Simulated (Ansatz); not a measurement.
# Sc (model cell, started as body-centred cubic): following an unstable mode, part 2 of 3

Aim: this structure of Sc (model cell, started as body-centred cubic) is to be tested for unstable modes, and one is followed downhill.

Ansatz 0.2.0; DFT PBEsol, scalar-relativistic, plane waves, PAW; PAW set soft_1.

So far, highest frequency on the path or at a solved wavevector (cm⁻¹): step 2 (the dispersion) 223. Also lowest frequency on the path (cm⁻¹): step 2 -96.9.

This is not the structure that Sc takes at ambient pressure and room temperature (hexagonal, No. 194); it is a model or a phase of other conditions.

### Step 6. Relaxation from the frozen mode

Starting from the lowest point found, all atoms and the cell are let go, so that strain and other modes of the same symmetry can join in.

input.yaml reads:

```yaml
crystal:
  lattice:
    - [-1.8132278844, 1.8132278844, 1.8132278844]
    - [0.0, -3.6264557688, 3.6264557688]
    - [5.4396836532, 1.8132278844, 1.8132278844]
  atoms:
    - { symbol: Sc, position: [0.0410520842, 0.0, -0.0060790596] }
    - { symbol: Sc, position: [0.7089479158, 0.5, 0.2560790596] }
    - { symbol: Sc, position: [0.4589479158, 0.0, 0.5060790596] }
    - { symbol: Sc, position: [0.2910520842, 0.5, 0.7439209404] }
kpoints:
  mp_grid: { grid: [14, 8, 8] }
hamiltonian:
  xc: pbesol
  pseudopotentials: { kind: paw, azcp: { folder: soft_1 }, xc_functional: pbe }
scf:
  occupations: { method: methfessel_paxton, width: 0.2 }
output:
  forces: true
  stress: true
  eigenvalues: true
  write_density: true
  write_potential: true
  elf: true
  volumetric_format: npy
relax:
  adjacent_minimum: "off"
  f_tol: 0.002
  max_steps: 120
  cell: { stress_tol: 0.03 }
```

The run is started by

```console
> ansatz run input.yaml --threads 8 --pin off --max-ram 16384MiB --backend cpu --events-out ev --progress --plain --runs-dir out
```

Numbers of over 12 decimals in the logs are rounded to 6 here.

The program printed:

```text
[...]
Crystal: 4 atoms, lattice volume = 95.384 Å³
Basis set: ecut = 420 eV, 1871 PW (Γ), exchange–correlation on 48×72×90 points (8 copies of the dense FFT grid, shifted against one another)
Bands: 27, of which v1, the nominal top of the filled ones, is band 22 counted from 1 (21 counted from 0)
Symmetry: 4 space group operations
[...]
k-points: 290 of 896
[...]
SCF iter   1: F=—  HF=-8445.409825 eV  |F-HF|=—  |Δ(HF+E_count)|=         —  Δρ=2.87e-2  dr2=1.13e0  ethr=3.10e-3  ⟨swp⟩=4.7  Hψ=29094  notcnv=0
[...]
SCF iter   8: F=-8445.052791 eV  HF=-8445.052791 eV  |F-HF|=1.83e-9  |Δ(HF+E_count)|=   3.61e-9  S|Δr|=    0.00e0  Δρ=2.10e-6  dr2=4.18e-9  ethr=1.70e-10  ⟨swp⟩=4.0  Hψ=41139  notcnv=0
SCF 1 converged in 8 iterations: F = -8445.052791 eV  dr2 = 4.18e-9
[...]
relax step   1: F+E_penalty+E_count = -8445.05279076 eV  Δ(F+E_penalty+E_count) = +0.000e0 eV  max|allowed force component| = 1.103e-1 eV/Å  Δτ_max = 0.0000 Å  P = -0.142 GPa  Ω = 95.384 Å³  (8 SCF iters, dr2 threshold 1.00e-7 eV, accepted)
Crystal: 4 atoms, lattice volume = 95.154 Å³
Basis set: ecut = 420 eV, 1857 PW (Γ), exchange–correlation on 48×72×90 points (8 copies of the dense FFT grid, shifted against one another)
[...]
iter 1 solved again at ethr=2.25e-5 eV; its pass at ethr=3.10e-3 eV (dr2=9.90e-3 eV) is discarded
[...]
SCF iter   5: F=-8445.112984 eV  HF=-8445.112984 eV  |F-HF|=1.09e-7  |Δ(HF+E_count)|=   8.47e-8  S|Δr|=    0.00e0  Δρ=1.09e-5  dr2=1.76e-7  ethr=9.09e-10  ⟨swp⟩=9.3  Hψ=51535  notcnv=0
SCF 2 converged in 5 iterations: F = -8445.112984 eV  dr2 = 1.76e-7
relax step   2: F+E_penalty+E_count = -8445.11298351 eV  Δ(F+E_penalty+E_count) = -6.019e-2 eV  max|allowed force component| = 2.048e-1 eV/Å  Δτ_max = 0.0910 Å  P = -0.185 GPa  Ω = 95.154 Å³  energy of the carried Pulay correction = +3.644e-6 eV  (5 SCF iters, dr2 threshold 4.00e-7 eV, accepted)
Crystal: 4 atoms, lattice volume = 95.295 Å³
Basis set: ecut = 420 eV, 1861 PW (Γ), exchange–correlation on 48×72×90 points (8 copies of the dense FFT grid, shifted against one another)
[...]
SCF iter   6: F=-8445.260967 eV  HF=-8445.260967 eV  |F-HF|=2.82e-8  |Δ(HF+E_count)|=   3.16e-7  S|Δr|=    0.00e0  Δρ=8.43e-6  dr2=6.74e-8  ethr=9.09e-10  ⟨swp⟩=9.6  Hψ=53244  notcnv=0
SCF 3 converged in 6 iterations: F = -8445.260967 eV  dr2 = 6.74e-8
relax step   3: F+E_penalty+E_count = -8445.26096738 eV  Δ(F+E_penalty+E_count) = -1.480e-1 eV  max|allowed force component| = 1.405e-1 eV/Å  Δτ_max = 0.2000 Å  P = -0.581 GPa  Ω = 95.295 Å³  energy of the carried Pulay correction = +1.413e-6 eV  (6 SCF iters, dr2 threshold 4.00e-7 eV, accepted)
[...]
relax step   4: F+E_penalty+E_count = -8445.22117198 eV  Δ(F+E_penalty+E_count) = +3.980e-2 eV  max|allowed force component| = 4.266e-1 eV/Å  Δτ_max = 0.1911 Å  P = +1.728 GPa  Ω = 92.703 Å³  energy of the carried Pulay correction = +4.289e-5 eV  (7 SCF iters, dr2 threshold 4.00e-7 eV, rejected (line search))
[...]
relax step   5: F+E_penalty+E_count = -8445.29626156 eV  Δ(F+E_penalty+E_count) = -3.529e-2 eV  max|allowed force component| = 6.221e-2 eV/Å  Δτ_max = 0.0955 Å  P = +0.536 GPa  Ω = 93.404 Å³  energy of the carried Pulay correction = +3.155e-5 eV  (10 SCF iters, accepted)
[...]
relax step   6: F+E_penalty+E_count = -8445.30735801 eV  Δ(F+E_penalty+E_count) = -1.110e-2 eV  max|allowed force component| = 5.516e-2 eV/Å  Δτ_max = 0.0826 Å  P = +0.195 GPa  Ω = 94.199 Å³  energy of the carried Pulay correction = +1.881e-5 eV  (6 SCF iters, dr2 threshold 4.00e-7 eV, accepted)
[...]
relax step   7: F+E_penalty+E_count = -8445.30879941 eV  Δ(F+E_penalty+E_count) = -1.441e-3 eV  max|allowed force component| = 4.823e-2 eV/Å  Δτ_max = 0.0595 Å  P = -0.071 GPa  Ω = 94.571 Å³  energy of the carried Pulay correction = +1.288e-5 eV  (5 SCF iters, dr2 threshold 4.00e-7 eV, accepted)
[...]
relax step   8: F+E_penalty+E_count = -8445.31186783 eV  Δ(F+E_penalty+E_count) = -3.068e-3 eV  max|allowed force component| = 2.473e-3 eV/Å  Δτ_max = 0.0228 Å  P = -0.004 GPa  Ω = 94.447 Å³  energy of the carried Pulay correction = +1.485e-5 eV  (5 SCF iters, dr2 threshold 1.45e-7 eV, accepted)
[...]
relax step   9: F+E_penalty+E_count = -8445.31188368 eV  Δ(F+E_penalty+E_count) = -1.585e-5 eV  max|allowed force component| = 9.407e-4 eV/Å  Δτ_max = 0.0018 Å  P = +0.008 GPa  Ω = 94.422 Å³  energy of the carried Pulay correction = +1.525e-5 eV  (5 SCF iters, dr2 threshold 3.82e-10 eV, accepted)
[...]
SCF iter   4: F=-8445.311866 eV  HF=-8445.311866 eV  |F-HF|=9.09e-12  |Δ(HF+E_count)|=  1.13e-10  S|Δr|=    0.00e0  Δρ=1.56e-7  dr2=1.12e-11  ethr=1.00e-12  ⟨swp⟩=5.0  Hψ=30456  notcnv=0
SCF 10 converged in 4 iterations: F = -8445.311866 eV  dr2 = 1.12e-11
relax step  10: F+E_penalty+E_count = -8445.31186647 eV  Δ(F+E_penalty+E_count) = +1.721e-5 eV  max|allowed force component| = 9.367e-4 eV/Å  Δτ_max = 0.0000 Å  P = +0.010 GPa  Ω = 94.422 Å³  stress off target by 1.49e-2 GPa  SCF on the basis re-selected at this cell (its energy is not comparable with the rows above)  (4 SCF iters)
basis re-selected at this cell: Δ(F+E_penalty+E_count) = +1.721e-5 eV, ΔP = +0.002 GPa vs the last step (what re-selecting the basis moved, of the pressure what is left beyond the Pulay correction that the steps carried, after the strain that the cell walked since its last selection, with what the two solves' SCF thresholds leave and, on support functions, any second-order correction that the steps lacked; it is no m [...]
SCF converged after 4 iterations
[...]
Free energy (F): -8445.311866 eV
[...]
Internal energy: -8445.292483 eV  (E = F + TS)
E sigma→0 (E₀):  -8445.307021 eV
Entropy (-TS):   -0.019383 eV (-4.846 meV/atom)
Fermi energy:    9.454227 eV
[...]
--- Forces (eV/Å), atoms counted from 1 ---
  atom   1  Sc     0.00026092    -0.00006565    -0.00006565
  atom   2  Sc    -0.00026092     0.00006565     0.00006565
  atom   3  Sc    -0.00093672     0.00029432     0.00029432
  atom   4  Sc     0.00093672    -0.00029432    -0.00029432
  max |Σ_I F_I| component: 0.00e0 eV/Å
--- Stress (GPa, compression-positive) ---
        0.009052       0.000822       0.000822
        0.000822       0.010450      -0.004414
        0.000822      -0.004414       0.010450
  P = ⅓ Tr σ = 0.0100 GPa (0.100 kbar)
--- Band table (eV; the first three rows and the last of 290) ---
  k-point 0: bands = [... 18 lower, 8.0550, 8.2875, 9.2374, 9.4832, 9.9316, 10.0009, 10.4776, 11.0606, ... 1 higher]
  k-point 1: bands = [... 18 lower, 7.9258, 8.6643, 9.2632, 9.4203, 10.0341, 10.0595, 10.3949, 10.9701, ... 1 higher]
  k-point 2: bands = [... 18 lower, 8.1158, 8.8581, 9.3445, 9.3847, 10.1583, 10.1868, 10.2253, 10.8548, ... 1 higher]
  k-point 289: bands = [... 18 lower, 8.6626, 8.6626, 9.1986, 9.1986, 9.4565, 9.4565, 10.6616, 10.6616, ... 1 higher]
--- Relaxed structure (9 steps of the walk, 8 accepted, 1 SCFs on fresh bases) ---
  F+E_penalty+E_count = -8445.31186647 eV   max|allowed force component| = 9.367e-4 eV/Å   (the final SCF, on the basis selected at the relaxed cell)
  cell:  # Å, volume = 94.4222 Å³
    - [-1.969327, 1.793197, 1.793197]
    - [0.0, -3.521689, 3.521689]
    - [5.648877, 1.663645, 1.663645]
  atoms:
    - { symbol: Sc, position: [0.049172, -8.673617379884035e-19, -0.026882] }
    - { symbol: Sc, position: [0.700828, 0.500000, 0.276882] }
    - { symbol: Sc, position: [0.310176, -5.551115123125783e-17, 0.495730] }
    - { symbol: Sc, position: [0.439824, 0.500000, 0.754270] }
```

The job ended after 53 s (8 threads of Arm Neoverse V2, shared host; peak memory 0.92 GiB).

The steps of the relaxation:

```csv
step,energy less that of the first step (eV),largest force component (eV/Å),pressure (GPa),volume (Å³)
1,0.0000,0.1103,-0.14,95.38
2,-0.0602,0.2048,-0.18,95.15
3,-0.2082,0.1405,-0.58,95.29
4,-0.1684,0.4266,1.73,92.70
5,-0.2435,0.0622,0.54,93.40
6,-0.2546,0.0552,0.20,94.20
7,-0.2560,0.0482,-0.07,94.57
8,-0.2591,0.0025,0.00,94.45
9,-0.2591,0.0009,0.01,94.42
10*,-0.2591,0.0009,0.01,94.42
```

Relaxation steps marked * repeat the geometry before them on a plane-wave basis chosen anew for their cell, so energy and pressure can jump there. Relaxation step 4 was tried and not accepted.

The run keeps the 4 symmetry operations that it works with, so distortions that break them were not tested.

```csv
cell as run,before,after,change
a (Å),3.141,3.211,+2.2 %
b (Å),5.129,4.980,-2.9 %
c (Å),6.014,6.119,+1.8 %
β (°),100.02,105.22,+5.2 %
volume (Å³/atom),23.85,23.61,-1.0 %
```

The atoms that moved most (Å, as changes of fractional coordinates times the final cell):

```csv
atom,dx,dy,dz,length
Sc4,-0.235,0.284,0.284,0.465
Sc3,0.235,-0.284,-0.284,0.465
Sc1,-0.134,-0.020,-0.020,0.136
Sc2,0.134,0.020,0.020,0.136
```

Final coordinates:

```cif
data_structure
_symmetry_space_group_name_H-M 'P 1'
_symmetry_Int_Tables_number 1
_cell_length_a 3.2108
_cell_length_b 4.9804
_cell_length_c 6.1193
_cell_angle_alpha 90.000
_cell_angle_beta 105.220
_cell_angle_gamma 90.000
_cell_volume 94.42
loop_
_atom_site_label
_atom_site_type_symbol
_atom_site_fract_x
_atom_site_fract_y
_atom_site_fract_z
_atom_site_occupancy
Sc1 Sc 0.04917 0.00000 0.97312 1
Sc2 Sc 0.70083 0.50000 0.27688 1
Sc3 Sc 0.31018 0.00000 0.49573 1
Sc4 Sc 0.43982 0.50000 0.75427 1
```

Numbers from this step:

* pressure: 0.009984 GPa
* volume per atom: 23.61 Å³

ELF in the bc plane of the conventional cell at fractional x = 0.000, with atoms of Sc within 0.2 Å of it. It is the smooth field of the valence electrons, not physical close to the nuclei.

Values, 7 rows by 16 columns, each cell a mean:
```
0.31 0.40 0.25 0.32 0.27 0.41 0.22 0.60 0.65 0.43 0.43 0.51 0.51 0.55 0.60 0.27
0.52 0.43 0.28 0.12 0.51 0.38 0.36 0.35 0.35 0.25 0.62 0.71 0.36 0.33 0.65 0.30
0.43 0.50 0.22 0.23 0.37 0.51 0.25 0.52 0.56 0.38 0.53 0.62 0.47 0.49 0.66 0.29
0.15 0.34 0.51 0.53 0.30 0.21 0.33 0.71 0.76 0.36 0.18 0.21 0.42 0.47 0.29 0.18
0.26 0.65 0.49 0.38 0.63 0.64 0.36 0.41 0.52 0.23 0.52 0.51 0.18 0.19 0.50 0.52
0.29 0.64 0.43 0.32 0.65 0.68 0.32 0.33 0.45 0.24 0.48 0.52 0.17 0.18 0.51 0.49
0.17 0.46 0.57 0.54 0.42 0.32 0.39 0.67 0.72 0.30 0.25 0.24 0.34 0.37 0.28 0.26
```
Columns run along b (11.8 Å), rows up along c (5.0 Å), edges of the conventional cell, whose origin can differ from the input's. Atoms in or near the plane, at fractional coordinates: Sc at (0.33, 0.75), Sc at (0.67, 0.25), Sc at (0.06, 0.75), Sc at (0.94, 0.25).

Electrostatic potential energy in the bc plane of the conventional cell at fractional x = 0.000, with atoms of Sc within 0.2 Å of it. With pseudopotentials it is smooth inside the atoms' cores, unlike the true potential.

Ten even steps from '0' (-45 eV) to '9' (13 eV), each cell a mean:
```
877789999877899999999999999999998
632478997523589999999999999999998
400158986200268999999999999999997
400158986200268999999999999999997
632478997522579999999999999999998
876789999877899999999999999999998
889999999999999999999888999999888
899999999999999999997556799987556
799999999999999999985202589874103
689999999999999999974000479862001
799999999999999999985101589873103
899999999999999999997545799987546
899999999999999999999888999998888
```
Columns run along b (11.8 Å; values clipped at the 3rd and 97th percentile), rows up along c (5.0 Å), edges of the conventional cell, whose origin can differ from the input's. Atoms in or near the plane, at fractional coordinates: Sc at (0.33, 0.75), Sc at (0.67, 0.25), Sc at (0.06, 0.75), Sc at (0.94, 0.25).

Valence density in the bc plane of the conventional cell at fractional x = 0.000, with atoms of Sc within 0.2 Å of it. It is the smooth field of the valence electrons, not physical close to the nuclei.

Values in e/Å³, 7 rows by 16 columns, each cell a mean:
```
0.8 1.2 0.2 0.1 0.6 1.4 0.3 0.1 0.1 0.1 0.1 0.1 0.1 0.1 0.1 0.2
4.2 6.1 0.6 0.1 2.9 6.9 1.1 0.1 0.1 0.1 0.1 0.1 0.1 0.1 0.1 0.2
1.7 2.5 0.3 0.1 1.1 2.8 0.5 0.1 0.1 0.1 0.1 0.1 0.1 0.1 0.1 0.2
0.2 0.2 0.1 0.1 0.1 0.1 0.1 0.1 0.1 0.1 0.2 0.2 0.1 0.1 0.2 0.2
0.3 0.1 0.1 0.1 0.1 0.1 0.1 0.1 0.1 0.3 3.7 2.8 0.2 0.2 2.9 3.6
0.4 0.1 0.1 0.1 0.1 0.1 0.1 0.1 0.1 0.4 5.1 3.9 0.2 0.2 4.1 5.0
0.2 0.2 0.1 0.1 0.1 0.1 0.1 0.1 0.1 0.1 0.5 0.4 0.1 0.1 0.5 0.6
```
Columns run along b (11.8 Å), rows up along c (5.0 Å), edges of the conventional cell, whose origin can differ from the input's. Atoms in or near the plane, at fractional coordinates: Sc at (0.33, 0.75), Sc at (0.67, 0.25), Sc at (0.06, 0.75), Sc at (0.94, 0.25).

The distorted start has space group P2_1/m; the relaxation ends in Cmcm.

### Step 7. The new phase in its own primitive cell

The relaxed structure is symmetrised, reduced to its primitive cell and relaxed tightly, as its phonons need.

input.yaml, the sections that differ from step 6:

```yaml
crystal:
  lattice:
    - [1.6054092876, -5.9046237642, 0.0]
    - [1.6054092876, 5.9046237642, 0.0]
    - [0.0, 0.0, 4.980420807]
  atoms:
    - { symbol: Sc, position: [0.6741715083, 0.3258284917, 0.75] }
    - { symbol: Sc, position: [0.3258284917, 0.6741715083, 0.25] }
    - { symbol: Sc, position: [0.935478002, 0.064521998, 0.75] }
    - { symbol: Sc, position: [0.064521998, 0.935478002, 0.25] }
kpoints:
  mp_grid: { grid: [14, 14, 8] }
output:
  forces: true
  stress: true
  eigenvalues: true
relax:
  adjacent_minimum: "off"
  f_tol: 0.001
  max_steps: 60
  cell: { stress_tol: 0.01 }
# hamiltonian, scf: as in step 6
```

The program printed:

```text
[...]
Crystal: 4 atoms, lattice volume = 94.422 Å³
Basis set: ecut = 420 eV, 1839 PW (Γ), exchange–correlation on 90×90×72 points (8 copies of the dense FFT grid, shifted against one another)
Bands: 27, of which v1, the nominal top of the filled ones, is band 22 counted from 1 (21 counted from 0)
Symmetry: 8 space group operations
[...]
k-points: 285 of 1568
[...]
--- Relaxed structure (3 steps of the walk, 3 accepted, 1 SCFs on fresh bases) ---
[...]
cell:  # Å, volume = 94.4383 Å³
    - [1.605425, -5.904802, 0.0]
    - [1.605425, 5.904802, 0.0]
    - [0.0, 0.0, 4.981075]
  atoms:
    - { symbol: Sc, position: [0.674048, 0.325952, 0.75] }
    - { symbol: Sc, position: [0.325952, 0.674048, 0.250000] }
    - { symbol: Sc, position: [0.935357, 0.064643, 0.75] }
    - { symbol: Sc, position: [0.064643, 0.935357, 0.250000] }
[key lines of the parts left out:]
SCF converged after 5 iterations
Free energy (F): -8445.311872 eV
Fermi energy:    9.452323 eV
P = ⅓ Tr σ = 0.0003 GPa (0.003 kbar)
```

Elapsed: 16 s, on 8 threads; peak memory 0.92 GiB.

Little changed from the start: no atom moved by 0.005 Å and no cell edge by 0.1 %.

Numbers from this step:

```yaml
pressure: 3.11e-4 GPa
```

The largest force component left is 0.27 meV/Å and the pressure is 0.000 GPa, within the tolerances set. The cell now holds 23.61 Å³/atom.

[end of part 2 of 3]

[Logs are printed without paths, hosts, clocks, repeated set-up lines and the standing remarks that a program may print on its own settings, such as how far it seeks lower states.]

[Hosts, paths, dates, database ids (printed as entryN), source tags and the programs' standing remarks are cut or masked in the printed files.]
